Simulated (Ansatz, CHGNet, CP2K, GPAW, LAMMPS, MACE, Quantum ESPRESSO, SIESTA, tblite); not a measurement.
## Amorphous 43Bi2O3-57BaO (mol %) (99 atoms): runs against a plane-wave reference

Density of this cell: 8.39 g/cm³. The cell holds 99 atoms: 26 Bi, 17 Ba and 56 O. Its edges and angles: a = 11.971 Å, b = 11.971 Å, c = 11.971 Å, α = 90.0°, β = 90.0°, γ = 90.0°. 99 atoms (26 Gd, 17 Ba, 56 O) placed at random at 7.52 g/cm³, melted at 5000 K for 10 ps at fixed volume with the Morse and Coulomb pair potential with partial charges (Pedone, Malavasi, Menziani, Cormack and Segre, J. Phys. Chem. B 110, 11780 (2006)). Quenched from 5000 K to 300 K at 50 K/ps and fixed volume, held 5 ps, then minimised at fixed cell. Then Gd was replaced by Bi and the cell scaled by 1.02 (the potential has no terms for the new elements, so the cell is a start for a DFT relaxation).

Geometry: as built.

The reference, a calculation:

| Item | Value |
| --- | --- |
| method | Kohn-Sham DFT, PBE, SSSP efficiency 1.3.0 pseudopotentials, plane waves (Quantum ESPRESSO 7.5); sssp-pbe-1.3.0-efficiency, cutoffs 60/480 Ry, Γ point |
| r.m.s. force component | 0.5578 eV/Å |
| longest force | 2.667 eV/Å |
| pressure | 7.43 GPa |
| gap (highest filled to lowest empty level) | 1.232 eV |
| time | 48 min on 1 thread of Arm Neoverse V1, shared host |
| CPU time | 48 min |

Runs, in no order:
A. GPAW PBE, LCAO dzp, h 0.18 Å, other mixer settings: Kohn-Sham DFT, PBE, PAW, atomic orbitals (dzp)
B. SIESTA PBE, DZP, shift 0.01 Ry, mesh 150 Ry: Kohn-Sham DFT, PBE, PseudoDojo 0.4.1 norm-conserving pseudopotentials (converted to PSML), numerical atomic orbitals (DZP), diagonalisation
C. CHGNet 0.3.0 potential: machine-learned interatomic potential CHGNet 0.3.0, trained on PBE(+U) plane-wave data

Q: Order them from the smallest to the largest r.m.s. force difference.

A, C, B.

```tsv
run	Δ force, r.m.s. (meV/Å)	share of r.m.s. force (%)	CPU time
A. GPAW PBE, LCAO dzp, h 0.18 Å, other mixer settings	97.3	17.5	20 min
C. CHGNet 0.3.0 potential	161	28.9	4.6 s
B. SIESTA PBE, DZP, shift 0.01 Ry, mesh 150 Ry	309	55.4	2.2 min
```

Machine-learned potentials mimic data converged in k, so the reference's own k-point error enters their differences. The network of bonds at the start is that of the classical potential that made the cell, and needn't be the one that DFT or experiment would give. The electronic-structure runs sample only Γ, in a cell whose shortest periodic width is 12 Å.

[Logs are printed without paths, hosts, clocks, repeated set-up lines and the standing remarks that a program may print on its own settings, such as how far it seeks lower states.]

[Hosts, paths, dates, database ids (printed as entryN), source tags and the programs' standing remarks are cut or masked in the printed files.]
